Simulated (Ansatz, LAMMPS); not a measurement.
# Squeezing and shearing glassy 79SiO2-12Al2O3-4SrO-4ZnO (mol %) (76 atoms), part 4 of 4

How stiff is glassy 79SiO2-12Al2O3-4SrO-4ZnO (mol %) (76 atoms), and how do its levels respond to strain?

Ansatz 0.2.0; Kohn-Sham DFT, PBE, PAW (set soft_2), plane waves.

The cell: 19 Si, 6 Al, 1 Sr, 1 Zn and 49 O. The quench rate of 10 K/ps is many orders above laboratory rates. The starting topology of bonds comes from the classical model. Only the Γ point is sampled.

So far. Step 10 (Stretched by 1 % along x): The relaxation converged after 7 steps, 0.0678 eV below its start, with a largest force component of 0.025 eV/Å. Step 10 (Stretched by 1 % along x): Stretched by 1 % along x: the energy stands 0.0376 eV above that of the reference, at a pressure of -0.691 GPa.

## (11) Compressed by 1 % along x

The relaxed cell is strained along x alone, which gives the stiffness along x and its coupling to y and z.

Contents of input.yaml:

```yaml
crystal:
  lattice:
    - [9.92748, 0.19083, 0.00167]
    - [0.18892, 9.83289, -0.2574]
    - [0.00165, -0.2574, 10.20503]
  atoms:
    [... the 76 atom lines of step 4 ...]
kpoints:
  mp_grid: { grid: [1, 1, 1] }
hamiltonian:
  xc: pbe
scf:
  occupations: { method: fixed }
output:
  forces: true
  eigenvalues: true
  stress: true
relax:
  f_tol: 0.05
  max_steps: 70
```

The run is started by

```sh
ansatz run input.yaml --threads 4 --pin off --max-ram 8192MiB --backend cpu --events-out ev --progress --plain --runs-dir out
```

Numbers of over 12 decimals in the logs are rounded to 6 here.

The program printed:

```text
[...]
Crystal: 76 atoms, lattice volume = 995.147 Å³
Basis set: ecut = 420 eV, 19461 PW (Γ), exchange–correlation on 144×144×144 points (8 copies of the dense FFT grid, shifted against one another)
Bands: 281, of which v1, the nominal top of the filled ones, is band 205 counted from 1 (204 counted from 0)
Symmetry: 1 space group operations
[...]
k-points: 1
[...]
SCF iter   1: F=—  HF=-50057.560484 eV  |F-HF|=—  |Δ(HF+E_count)|=         —  Δρ=1.92e-3  dr2=4.76e-2  ethr=1.77e-3  ⟨swp⟩=5.0  Hψ=1119  notcnv=0  defer=74
[...]
SCF iter   6: F=-50057.569064 eV  HF=-50057.569066 eV  |F-HF|=2.14e-6  |Δ(HF+E_count)|=   1.83e-6  Δρ=2.55e-5  dr2=5.32e-6  ethr=1.15e-8  ⟨swp⟩=19.0  Hψ=1986  notcnv=0
SCF 1 converged in 6 iterations: F = -50057.569064 eV  dr2 = 5.32e-6
[...]
relax step   1: F+E_penalty+E_count = -50057.56906387 eV  Δ(F+E_penalty+E_count) = +0.000e0 eV  max|allowed force component| = 4.182e-1 eV/Å  Δτ_max = 0.0000 Å  (6 SCF iters, dr2 threshold 6.25e-5 eV, accepted)
[...]
relax step   2: F+E_penalty+E_count = -50057.60793382 eV  Δ(F+E_penalty+E_count) = -3.887e-2 eV  max|allowed force component| = 2.560e-1 eV/Å  Δτ_max = 0.0313 Å  (5 SCF iters, dr2 threshold 1.09e-5 eV, accepted)
[...]
relax step   3: F+E_penalty+E_count = -50057.63316720 eV  Δ(F+E_penalty+E_count) = -2.523e-2 eV  max|allowed force component| = 7.055e-2 eV/Å  Δτ_max = 0.0241 Å  (6 SCF iters, dr2 threshold 4.10e-6 eV, accepted)
relax step   4: F+E_penalty+E_count = -50057.63624798 eV  Δ(F+E_penalty+E_count) = -3.081e-3 eV  max|allowed force component| = 5.180e-2 eV/Å  Δτ_max = 0.0070 Å  (6 SCF iters, accepted)
[...]
relax step   5: F+E_penalty+E_count = -50057.63891913 eV  Δ(F+E_penalty+E_count) = -2.671e-3 eV  max|allowed force component| = 3.594e-2 eV/Å  Δτ_max = 0.0090 Å  (7 SCF iters, accepted)
SCF converged after 7 iterations
Free energy (F): -50057.638919 eV
[...]
Internal energy: -50057.638919 eV  (E = F + TS)
E sigma→0 (E₀):  -50057.638919 eV
Fermi energy:    3.420274 eV
[...]
--- Forces (eV/Å), atoms counted from 1 ---
  atom   1  Si    -0.00583975    -0.00038368     0.01792721
  atom   2  Si     0.02030253     0.02838436     0.02619979
  atom   3  Si     0.01489128     0.01796669    -0.00403836
  atom   4  Si     0.00225728    -0.00205091    -0.00453867
  atom   5  Si     0.00916554     0.01119420    -0.00150584
  atom   6  Si     0.01468048     0.01139137    -0.02233415
  atom   7  Si     0.01089750    -0.00666664    -0.00116352
  atom   8  Si     0.00274838     0.00401726     0.00873141
  atom   9  Si    -0.01102027    -0.01696972     0.00545663
  atom  10  Si     0.02613827    -0.00179856     0.00969453
  atom  11  Si    -0.00412648    -0.00053138    -0.00598139
  atom  12  Si    -0.01653468    -0.00036069     0.00076793
  atom  13  Si    -0.01357001     0.00372915     0.00233202
  atom  14  Si     0.01007289    -0.00352833    -0.02002238
[...]
atom  75  O      0.00695530     0.01125094    -0.01984536
  atom  76  O      0.01067300     0.00893902     0.00302797
  max |Σ_I F_I| component: 5.28e-5 eV/Å
--- Stress (GPa, compression-positive) ---
        1.326039      -0.003076      -0.014507
       -0.003080       0.294353      -0.081035
       -0.014502      -0.081037       0.560631
  P = ⅓ Tr σ = 0.7270 GPa (7.270 kbar)
--- Band table (eV) ---
[...]
--- Relaxed structure (5 steps of the walk, 5 accepted, 0 SCFs on fresh bases) ---
  F+E_penalty+E_count = -50057.63891913 eV   max|allowed force component| = 3.594e-2 eV/Å
  atoms:
    - { symbol: Si, position: [0.744623, 0.746779, 0.308537] }
    - { symbol: Si, position: [0.039157, 0.936036, 0.988411] }
    - { symbol: Si, position: [0.222720, 0.360678, 0.485033] }
    - { symbol: Si, position: [0.621318, 0.381934, 0.220311] }
[...]
- { symbol: O, position: [0.148307, 0.292664, 0.826791] }
```

It took 34 s on 4 threads of Intel Xeon Platinum 8259CL at 2.50GHz (Skylake/Cascade Lake), shared host; peak memory 1.3 GiB.

The relaxation converged after 5 steps, 0.0699 eV below its start, with a largest force component of 0.036 eV/Å.

Compressed by 1 % along x: the energy stands 0.0319 eV above that of the reference, at a pressure of 0.727 GPa.

## (12) Sheared by 2 % in xy

A shear of the relaxed cell gives the modulus that volume changes can't reach.

input.yaml, the sections that differ from step 11:

```yaml
crystal:
  lattice:
    - [10.02967, 0.29111, 0.00167]
    - [0.28916, 9.8348, -0.2574]
    - [-0.0009, -0.25738, 10.20503]
  atoms:
    [... the 76 atom lines of step 4 ...]
# kpoints, hamiltonian, scf, output, relax: as in step 11
```

The program printed:

```text
[...]
Crystal: 76 atoms, lattice volume = 1005.099 Å³
Basis set: ecut = 420 eV, 19607 PW (Γ), exchange–correlation on 144×144×144 points (8 copies of the dense FFT grid, shifted against one another)
Bands: 281, of which v1, the nominal top of the filled ones, is band 205 counted from 1 (204 counted from 0)
Symmetry: 1 space group operations
[...]
k-points: 1
[...]
SCF iter   1: F=—  HF=-50057.528635 eV  |F-HF|=—  |Δ(HF+E_count)|=         —  Δρ=1.91e-3  dr2=4.76e-2  ethr=1.77e-3  ⟨swp⟩=4.0  Hψ=1111  notcnv=0  defer=74
[...]
SCF iter   5: F=-50057.537833 eV  HF=-50057.537853 eV  |F-HF|=1.98e-5  |Δ(HF+E_count)|=   4.19e-5  Δρ=7.19e-5  dr2=4.49e-5  ethr=5.01e-8  ⟨swp⟩=2.0  Hψ=368  notcnv=0  defer=74
SCF iter   6: F=-50057.537851 eV  HF=-50057.537854 eV  |F-HF|=2.71e-6  |Δ(HF+E_count)|=   1.38e-6  Δρ=2.72e-5  dr2=6.24e-6  ethr=1.10e-8  ⟨swp⟩=19.0  Hψ=2013  notcnv=0
SCF 1 converged in 6 iterations: F = -50057.537851 eV  dr2 = 6.24e-6
[...]
relax step   1: F+E_penalty+E_count = -50057.53785138 eV  Δ(F+E_penalty+E_count) = +0.000e0 eV  max|allowed force component| = 5.700e-1 eV/Å  Δτ_max = 0.0000 Å  (6 SCF iters, dr2 threshold 6.25e-5 eV, accepted)
[...]
relax step   2: F+E_penalty+E_count = -50057.58403082 eV  Δ(F+E_penalty+E_count) = -4.618e-2 eV  max|allowed force component| = 3.588e-1 eV/Å  Δτ_max = 0.0316 Å  (5 SCF iters, dr2 threshold 2.03e-5 eV, accepted)
[...]
relax step   3: F+E_penalty+E_count = -50057.61171276 eV  Δ(F+E_penalty+E_count) = -2.768e-2 eV  max|allowed force component| = 1.627e-1 eV/Å  Δτ_max = 0.0244 Å  (6 SCF iters, dr2 threshold 8.05e-6 eV, accepted)
relax step   4: F+E_penalty+E_count = -50057.61697097 eV  Δ(F+E_penalty+E_count) = -5.258e-3 eV  max|allowed force component| = 6.944e-2 eV/Å  Δτ_max = 0.0313 Å  (5 SCF iters, dr2 threshold 5.44e-6 eV, accepted)
relax step   5: F+E_penalty+E_count = -50057.62152660 eV  Δ(F+E_penalty+E_count) = -4.556e-3 eV  max|allowed force component| = 1.164e-1 eV/Å  Δτ_max = 0.0390 Å  (8 SCF iters, accepted)
relax step   6: F+E_penalty+E_count = -50057.62365279 eV  Δ(F+E_penalty+E_count) = -2.126e-3 eV  max|allowed force component| = 9.498e-2 eV/Å  Δτ_max = 0.0144 Å  (7 SCF iters, accepted)
relax step   7: F+E_penalty+E_count = -50057.62554993 eV  Δ(F+E_penalty+E_count) = -1.897e-3 eV  max|allowed force component| = 7.059e-2 eV/Å  Δτ_max = 0.0255 Å  (6 SCF iters, dr2 threshold 6.01e-6 eV, accepted)
relax step   8: F+E_penalty+E_count = -50057.58219643 eV  Δ(F+E_penalty+E_count) = +4.335e-2 eV  max|allowed force component| = 3.736e-1 eV/Å  Δτ_max = 0.0497 Å  (7 SCF iters, dr2 threshold 2.75e-6 eV, rejected (line search))
[...]
relax step   9: F+E_penalty+E_count = -50057.62742642 eV  Δ(F+E_penalty+E_count) = -1.876e-3 eV  max|allowed force component| = 3.136e-2 eV/Å  Δτ_max = 0.0248 Å  (9 SCF iters, accepted)
SCF converged after 9 iterations
Free energy (F): -50057.627426 eV
[...]
Internal energy: -50057.627426 eV  (E = F + TS)
E sigma→0 (E₀):  -50057.627426 eV
Fermi energy:    3.328428 eV
[...]
Σ components = -50057.627426   (vs F -50057.627426, Δ=0.00e0)
--- Forces (eV/Å), atoms counted from 1 ---
  atom   1  Si    -0.00577732     0.00134262    -0.00026056
  atom   2  Si     0.00677176     0.01658954     0.00179940
  atom   3  Si    -0.01161377    -0.03136188     0.00788095
  atom   4  Si    -0.00209310    -0.00647367    -0.00212449
[...]
atom  76  O     -0.00436802     0.00108511    -0.00315352
  max |Σ_I F_I| component: 5.24e-5 eV/Å
--- Stress (GPa, compression-positive) ---
        0.022386      -0.798458      -0.003075
       -0.798462      -0.354303       0.045669
       -0.003071       0.045667      -0.061457
  P = ⅓ Tr σ = -0.1311 GPa (-1.311 kbar)
--- Band table (eV) ---
[...]
--- Relaxed structure (9 steps of the walk, 8 accepted, 0 SCFs on fresh bases) ---
  F+E_penalty+E_count = -50057.62742642 eV   max|allowed force component| = 3.136e-2 eV/Å
  atoms:
    - { symbol: Si, position: [0.744229, 0.745566, 0.310763] }
    - { symbol: Si, position: [0.040208, 0.936772, 0.991763] }
    - { symbol: Si, position: [0.223074, 0.363582, 0.486227] }
    - { symbol: Si, position: [0.619915, 0.381465, 0.220929] }
[...]
- { symbol: O, position: [0.145123, 0.293872, 0.829019] }
```

Wall time 66 s (4 threads); peak memory 1.3 GiB.

The relaxation converged after 9 steps, 0.0896 eV below its start, with a largest force component of 0.031 eV/Å.

Sheared by 2 % in xy: the energy stands 0.0434 eV above that of the reference, at a pressure of -0.131 GPa.

## (13) Pressure against volume

Atoms are relaxed at each volume, in the scaled cell.

```csv
volume change (%),volume (Å³/atom),energy change (meV/atom),pressure (GPa),largest move on relaxing (Å),bonds,gap (eV)
-10,11.904,27.41,7.06,0.38,113,4.47
-6,12.433,9.22,3.96,0.24,113,4.30
-3,12.830,2.07,1.91,0.12,112,4.11
+0,13.226,0.00,0.01,-,111,3.86
+3,13.623,1.89,-1.54,0.20,110,3.61
+6,14.020,7.39,-3.06,0.35,109,3.40
```

## (14) Uniaxial strain and shear

Stress (GPa, compression positive) less that of the relaxed cell, atoms relaxed:

```
                   strain      xx      yy      zz      xy  energy change (meV/atom)
 stretched by 1 % along x  -1.281  -0.413  -0.413   0.050                      0.50
compressed by 1 % along x   1.310   0.297   0.538   0.010                      0.42
     sheared by 2 % in xy   0.007  -0.351  -0.084  -0.786                      0.57
```

## (15) Outcome

The bulk modulus, from the slope of pressure against ln V over the three points nearest the relaxed volume, is 57.5 GPa; between neighbouring points the slope runs 71, 65, 62, 53 and 53 GPa from the smallest volume up, without a steady fall, so no pressure derivative is given. The count of bonds runs from 109 to 113 over the series, so at some points contacts cross the cutoffs. The gap goes from 4.47 eV at the smallest volume to 3.40 eV at the largest, -6.8 eV per unit of ln V by a straight line, on the run's k-points. In the Cartesian axes of the cell, finite differences give C11 = 130, C12 = 35.5, C13 = 47.6 and C66 = 39.3 GPa (the shear of 2 % is the engineering strain, εxy = 0.01). The mean of C11, C12 and C13, which equals the bulk modulus in a cubic or isotropic solid, is 70.9 GPa: it lies 23 % over the bulk modulus from the volumes. For an isotropic solid C66 would equal (C11 − C12)/2 = 47.0 GPa; so small a sample needn't be isotropic, and C66 rests on one shear. With the bulk modulus and C66 as K and G, Young's modulus would be about 96 GPa and Poisson's ratio 0.22.

**Limits.** Strains are finite and relaxations stop at the force tolerance of the input, which can leave moduli too stiff; they are those of a static cell at zero temperature. Volumes are changed with the cell's shape held, so in an anisotropic solid the modulus lies over the one under free hydrostatic load. The program notes that the SCF threshold of the relaxations is loose for the stress.

The DFT runs together took 12 min of wall time.

[Logs are printed without paths, hosts, clocks, repeated set-up lines and the standing remarks that a program may print on its own settings, such as how far it seeks lower states.]

[Hosts, paths, dates, database ids (printed as entryN), source tags and the programs' standing remarks are cut or masked in the printed files.]
